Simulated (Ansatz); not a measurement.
SrLi2SnS4 (I-42m): least direct gap against volume

The cell of SrLi2SnS4 (I-42m) is scaled evenly and the response computed anew at each volume, on one mesh. The atoms keep their fractional positions.

It takes space group I-42m (No. 121, tetragonal). The conventional cell has a = 6.659 Å, b = 6.659 Å, c = 7.918 Å, α = 90.00°, β = 90.00°, γ = 90.00°. Sn on site a has 4 S at 2.37 Å as nearest neighbours. Sr on site b is surrounded by 8 S at 3.08 to 3.25 Å. Around S on site i lie 1 Sn at 2.37 Å and 2 Li at 2.47 Å. Around Li on site d lie 4 S at 2.47 Å.

Method: Ansatz 0.2.0, LDA, independent particles, k-mesh 6×6×6 with interpolation inside its cells, Gaussian parameter 0.1 eV.

Launch of the response step: `ansatz run input.yaml --threads 4 --pin off --max-ram 8192MiB --backend cpu --events-out ev --progress --plain --runs-dir out`. The series took 13.8 min in all, on 4 threads of Intel(R) Xeon(R) Processor @ 2.50GHz (Skylake/Cascade Lake), on a shared host.

| V/V₀ | V (Å³, primitive cell) | least direct gap (eV) |
| --- | --- | --- |
| 0.94 | 165.02 | 2.605 |
| 0.96 | 168.53 | 2.557 |
| 0.98 | 172.04 | 2.507 |
| 1.00 | 175.55 | 2.455 |
| 1.02 | 179.06 | ? |
| 1.04 | 182.57 | 2.345 |
| 1.06 | 186.08 | 2.287 |

For small changes the quantity should be close to linear in ln V.

Working, on the rows shown:

| x = ln(V/V₀) | y = least direct gap |
| --- | --- |
| -0.0618754 | 2.605 |
| -0.040822 | 2.557 |
| -0.0202027 | 2.507 |
| 0 | 2.455 |
| 0.0392207 | 2.345 |
| 0.0582689 | 2.287 |

Means: x̄ = -0.0042351, ȳ = 2.4593. Σ(x − x̄)(y − ȳ) = -0.02849, Σ(x − x̄)² = 0.01073. Slope = -0.02849 / 0.01073 = -2.655; intercept = ȳ − slope · x̄ = 2.4481. The line misses the rows shown by at most 0.0074 eV.

What does the fit predict for the withheld row, and how well does it do?

At x = 0.019803 the line gives y = 2.3955 eV. The run gave 2.401 eV, so the interpolation is off by 0.0055 eV, 1.7 % of the range in the table.

Between the rows on either side of x = 0 the slope is (2.401 − 2.507) / (0.019803 − (-0.020203)) = -2.65. That is a volume deformation potential of -2.6 eV: the least direct gap on this mesh widens by 26 meV for each per cent of compression. LDA gaps are as a rule too small. Spin-orbit coupling is left out.
